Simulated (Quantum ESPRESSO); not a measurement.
# CrPbO3: exchange couplings by hand from total energies

Can a spin model with one coupling foretell the energy of a further order of CrPbO3?

Main program and level: Quantum ESPRESSO 7.5; LDA; plane waves with GBRV 1.5 LDA potentials, no spin-orbit coupling.

**Measured values to reproduce.**

For PbCrO3, cubic perovskite (earlier literature sample), “Unraveling structural, electronic, and magnetic ambiguities in Pb1-deltaCrO3 with an insulating charge-transfer band structure” (2024, arxiv:2410.11649) quotes earlier work: moment (ordered Cr moment from earlier neutron diffraction) 2.2 μB [literature value quoted from earlier neutron diffraction; measurement temperature not …].

**1. Starting point**

It takes space group Pm-3m (No. 221, cubic). The conventional cell has a = 4.011 Å, b = 4.011 Å, c = 4.011 Å, α = 90.00°, β = 90.00°, γ = 90.00°. Cr has 6 O at 2.01 Å nearest. Pb has 12 O at 2.84 Å nearest. O has 2 Cr at 2.01 Å nearest. Farther neighbours and most contacts between anions are not listed.

The cell comes from Materials Project 2023-11-01, a database of computed structures, and need not be the stable phase.

**2. The parallel order**

All energies count from this run.

pw.in

```
&CONTROL
  calculation = 'scf'
  prefix = 'pwscf'
  outdir = './tmp'
  pseudo_dir = './pseudo'
  disk_io = 'nowf'
/
&SYSTEM
  ibrav = 0
  celldm(1) = 8
  nat = 5
  ntyp = 3
  ecutwfc = 40
  ecutrho = 280
  nbnd = 34
  occupations = 'smearing'
  smearing = 'fd'
  degauss = 0.00367493
  nspin = 2
  starting_magnetization(1) = 0.2143
  starting_magnetization(2) = 0
  starting_magnetization(3) = 0
/
&ELECTRONS
  conv_thr = 1d-08
  electron_maxstep = 150
  mixing_beta = 0.3
/
ATOMIC_SPECIES
Cr     51.9961 cr_lda_v1.5.uspp.F.UPF
Pb    207.2000 pb_lda_v1.uspp.F.UPF
O      15.9990 o_lda_v1.2.uspp.F.UPF
CELL_PARAMETERS alat
   0.9475086788874    0.0000000000000    0.0000000000000
   0.0000000000000    0.9475086788874    0.0000000000000
   0.0000000000000    0.0000000000000    0.9475086788874
ATOMIC_POSITIONS crystal
Cr      0.0000000000    0.0000000000    0.0000000000
Pb      0.5000000000    0.5000000000    0.5000000000
O       0.0000000000    0.0000000000    0.5000000000
O       0.0000000000    0.5000000000    0.0000000000
O       0.5000000000    0.0000000000    0.0000000000
K_POINTS automatic
6 6 6 0 0 0
```

Started as:

```bash
$ OMP_NUM_THREADS=1 mpirun -n 4 pw.x -nk 4 -in pw.in > pw.out
```

Output:

```text
Program PWSCF v.7.5 starts
     [... lines left out ...]
     number of atoms/cell      =            5
     [... lines left out ...]
     number of electrons       =        46.00
     number of Kohn-Sham states=           34
     kinetic-energy cutoff     =      40.0000  Ry
     charge density cutoff     =     280.0000  Ry
     scf convergence threshold =      1.0E-08
     [... lines left out ...]
     48 Sym. Ops., with inversion, found
     [... lines left out ...]
     number of k points=    20  Fermi-Dirac smearing, width (Ry)=  0.0037
     [... lines left out ...]
     iteration # 13     ecut=    40.00 Ry     beta= 0.30
     [... lines left out ...]
     Magnetic moment per site  (integrated on atomic sphere of radius R)
     atom   1 (R=0.195)  charge= 10.8366  magn=  1.7624
     atom   2 (R=0.276)  charge= 11.2806  magn= -0.0033
     atom   3 (R=0.195)  charge=  5.3709  magn= -0.0308
     atom   4 (R=0.195)  charge=  5.3709  magn= -0.0308
     atom   5 (R=0.195)  charge=  5.3709  magn= -0.0308
     [... lines left out ...]
     the Fermi energy is    10.0428 ev
!    total energy              =    -436.45402689 Ry
     estimated scf accuracy    <          1.0E-09 Ry
     smearing contrib. (-TS)   =      -0.00226541 Ry
     [... lines left out ...]
     total magnetization       =     2.00 Bohr mag/cell
     absolute magnetization    =     2.24 Bohr mag/cell
     convergence has been achieved in  13 iterations
   JOB DONE.
```

It took 11 s on 4 MPI ranks of Intel Xeon Platinum 8488C (Sapphire Rapids), shared host; peak memory 0.45 GiB; 44 s of CPU time.

Spin moment in the atom's sphere by atom:

```tsv
atom	spin moment in the atom's sphere (μB)
Cr1	1.76
Pb2	0.00
O3	-0.03
O4	-0.03
O5	-0.03
```

Read from the output:

| Quantity | Value |
| --- | --- |
| smearing term TS | 0.03082 eV |
| magnetization | 2 μB |
| absolute magnetization | 2.236 μB |
| final state | ferromagnetic |

**3. The orders used for the fit**

The other orders were run with the same settings, on meshes that hold the same points. Free energies are divided by the number of Cr atoms; q is in fractions of the reciprocal vectors of the first run's cell.

```tsv
order	atoms	mesh	free energy (eV)	eV per Cr	largest moment (μB)
F +	5	6×6×6	-5938.2596	-5938.2596	1.76
AF q=(0,0,1/2) +-	10	6×6×3	-11876.5710	-5938.2855	1.64
```

**4. Counting neighbours**

With E = −Σ J e_i·e_j over ordered pairs of unit vectors, turning a neighbour from parallel to opposed costs 2J a Cr atom. So an order lies 2 Σ n J over the parallel one, n being the opposed neighbours in each shell.

```tsv
shell	distance (Å)	neighbours	opposed in AF q=(0,0,1/2) +-	opposed in AF q=(1/2,1/2,1/2) +-
J1	4.01	6	2	6
J2	5.67	12	8	0
```

Only J1 is kept, as an effective coupling that takes up all reversed shells.

**5. Solving**

```
2 × 2 × J1 = -25.9 meV    (AF q=(0,0,1/2) +-)
J1 = -6.48 meV
```

**6. The test**

The couplings now give the orders that were left out:

```
2 × 6 × (-6.48) = -77.8 meV    (AF q=(1/2,1/2,1/2) +-)
```

The runs themselves:

```tsv
order	atoms	mesh	free energy (eV)	eV per Cr	largest moment (μB)	over the parallel order (meV)	foretold (meV)
AF q=(1/2,1/2,1/2) +-	10	3×6×6	-11876.5826	-5938.2913	1.57	-31.7	-77.8
```

**7. One more shell**

One way to take up the miss is the next shell. Both differences then fix both couplings, and no order is left for a test.

```
2 × 2 × J1 + 2 × 8 × J2 = -25.9 meV    (AF q=(0,0,1/2) +-)
2 × 6 × J1 = -31.7 meV    (AF q=(1/2,1/2,1/2) +-)
J1 = -2.64 meV
J2 = -0.96 meV
```

**8. Results**

| Item | Value |
| --- | --- |
| effective J1 (Cr–Cr at 4.01 Å) | -6.48 meV |
| largest miss on the orders left out | 46 meV |
| J1 with two shells | -2.64 meV |
| J2 with two shells | -0.96 meV |

What this shows: The model misses the order left out by 46 meV, 145 % of the largest energy difference, so it fails: these couplings alone don't describe the crystal. With the next shell added the couplings are J1 = -2.64 and J2 = -0.96 meV, untested. The largest moment changes by 11 % between the orders. Shells that were dropped are folded into the couplings or show in the miss. A computed site moment is spin alone and hangs on the region that is counted: the program's spheres do not touch and miss the tail of the moment. Measured moments hold any orbital part as well, and belong to the order of the sample, which need not be the order of this run. No Hubbard term acts here. In such compounds local and semilocal functionals without one often delocalise the d electrons, and can shrink or lose moments and miss the size, sign and order of the couplings. The smearing term is large for its width, so states at the Fermi level are partly filled: at this level the cell is a metal or has a gap of a few widths at most.

Computed beside measured:

```
        quantity  measured   in the sphere
moment (Cr) (μB)       2.2  1.57 (-28.6 %)
```

Measured values from arxiv:2410.11649 (2024).

**Verdict.** The moment is off by -28.6 %. No cell relaxation is part of this session.

[Logs and program files are shortened in this print: banners, set-up blocks, solver, clock and traceback lines can be left out without a mark of their own.]

[Logs are printed without paths, hosts, clocks, repeated set-up lines and the standing remarks that a program may print on its own settings, such as how far it seeks lower states.]

[Hosts, paths, dates, database ids (printed as entryN), source tags and the programs' standing remarks are cut or masked in the printed files.]

[Where a cell is said to come from a database of computed structures, the database is the Materials Project.]
